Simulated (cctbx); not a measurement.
# From intensities to atoms

Cell a = 4.0590 Å, b = 4.0590 Å, c = 10.4840 Å, α = 90.00°, β = 90.00°, γ = 90.00°; space group I4/mmm (no. 139); content Pr2 Fe4 Ti4.

Simulated single-crystal data (cctbx): Cu Kα, λ = 1.54184 Å, to d = 0.8 Å, 80 % of the full sphere, strongest reflection 20000 counts, noise from counting, a 6 % proportional error and a noise floor of 15 counts (s.d.); no absorption.

Charge flipping in P1 on plain amplitudes to 0.8 Å, δ = 1.1 σ, 30 % of the reflections treated as weak, 200 cycles:

```text
cycle      R  skewness
    0  0.527     0.38
   16  0.293     4.08
   32  0.268     4.42
   48  0.266     4.51
   64  0.256     4.58
   80  0.260     4.20
   96  0.258     4.20
  112  0.244     4.33
  128  0.260     4.45
  144  0.251     4.19
  160  0.261     4.33
  176  0.255     4.43
  192  0.256     4.48
origin shift          correlation  skewness
 0.357  0.382  0.099      0.995      8.95
 0.390  0.377  0.417      0.963      6.66
 0.343  0.386  0.281      0.927      6.91
 0.382  0.375  0.599      0.995      8.82
taken: symmetry correlation 0.995, skewness 8.95
peak      x       y       z  mult  height/sigma
Q1    0.0000  0.0000  0.0000    2     21.7
Q2    0.0000  0.5000  0.2500    4      7.9
Q3    0.0000  0.0000  0.3626    4      5.6
Q4    0.0000  0.0000  0.1138    4      0.9
Q5    0.0000  0.2950  0.0000    8      0.7
Q6    0.0000  0.1796  0.2609   16      0.7
Q7    0.0000  0.3070  0.5000    8      0.6
Q8    0.1457  0.1457  0.4546   16      0.6
```

The origin is taken among those within 0.04 of the best correlation, by the skewness of the map.

It took 0.28 s on 1 thread of Arm Neoverse V2, with other jobs on the host, peak memory 0.07 GiB.

**Question.** Which peaks are atoms, and which elements?

Heights go roughly as Z and multiplicities must add up to the content. First model: Q1 = Pr1 (2 in the cell, height 21.7), Q2 = Fe1 (4 in the cell, height 7.9) and Q3 = Ti1 (4 in the cell, height 5.6). Against the true structure, Q1 is Pr, Q2 is Fe and Q3 is Ti; the other peaks are not atoms.

Least squares on F², isotropic:

```text
Rint 0.045, 73 unique reflections to 0.80 A
cycle     R1     wR2    GooF  max shift (A)
   1  0.1220  0.2867  10.945   0.02416
   2  0.0112  0.0252   0.961   0.00000
final R1 0.0112 wR2 0.0252 GooF 0.961  parameters 4  data/parameter 18.2
atom        x        y        z      Ueq    occ   su(xyz)  su(Uiso or U11)
Pr1    0.00000  0.00000  0.00000   0.0032  1.000  0.00000  0.0002
Fe1    0.00000  0.50000  0.25000   0.0045  1.000  0.00000  0.0002
Ti1    0.00000  0.00000  0.36490   0.0057  1.000  0.00009  0.0003
difference map: max 0.71 min -0.49 rms 0.15
Q1    0.0000  0.0000  0.5000    2    0.72  1.42 A from Ti1
Q2    0.1043  0.1043  0.0000    8    0.61  0.60 A from Pr1
Q3    0.0907  0.0907  0.3670   16    0.37  0.52 A from Ti1
Q4    0.0000  0.1939  0.4434   16    0.31  1.14 A from Ti1
Q5    0.0000  0.5000  0.2500    4    0.26  0.00 A from Fe1
```

Anisotropic refinement:

```text
Rint 0.045, 73 unique reflections to 0.80 A
cycle     R1     wR2    GooF  max shift (A)
   1  0.0113  0.0252   0.983   0.00047
   2  0.0097  0.0234   0.913   0.00000
final R1 0.0097 wR2 0.0234 GooF 0.913  parameters 7  data/parameter 10.4
atom        x        y        z      Ueq    occ   su(xyz)  su(Uiso or U11)
Pr1    0.00000  0.00000  0.00000   0.0032  1.000  0.00000  0.0002
Fe1    0.00000  0.50000  0.25000   0.0046  1.000  0.00000  0.0003
Ti1    0.00000  0.00000  0.36494   0.0057  1.000  0.00009  0.0004
difference map: max 0.75 min -0.37 rms 0.13
Q1    0.0000  0.0000  0.5000    2    0.75  1.42 A from Ti1
Q2    0.1250  0.1250  0.0000    8    0.44  0.72 A from Pr1
Q3    0.0000  0.2093  0.4405   16    0.28  1.16 A from Ti1
Q4    0.0000  0.5000  0.2500    4    0.28  0.00 A from Fe1
Q5    0.0000  0.0000  0.2160    4    0.23  1.56 A from Ti1
Q6    0.2324  0.2324  0.3144   16    0.22  1.44 A from Ti1
```

**Reading.** The refinement ends at R1 = 0.0097, wR2 = 0.0234, GooF = 0.91, with difference density between -0.37 and 0.75 e/Å³. Every site matches the true model in element, within 0.001 Å r.m.s., up to an allowed shift of origin.

True model:

```csv
atom,mult.,x,y,z,Ueq (Å²)
Pr1,2,0,0,0,0.0034
Fe1,4,1/2,0,1/4,0.0047
Ti1,4,0,0,0.3649,0.0058
```

The model is made up (kin elements in a known structure type, no relaxation), so it says nothing on whether the phase exists.

[Middle refinement cycles are left out of these outputs.]

[Logs are printed without paths, hosts, clocks, repeated set-up lines and the standing remarks that a program may print on its own settings, such as how far it seeks lower states.]
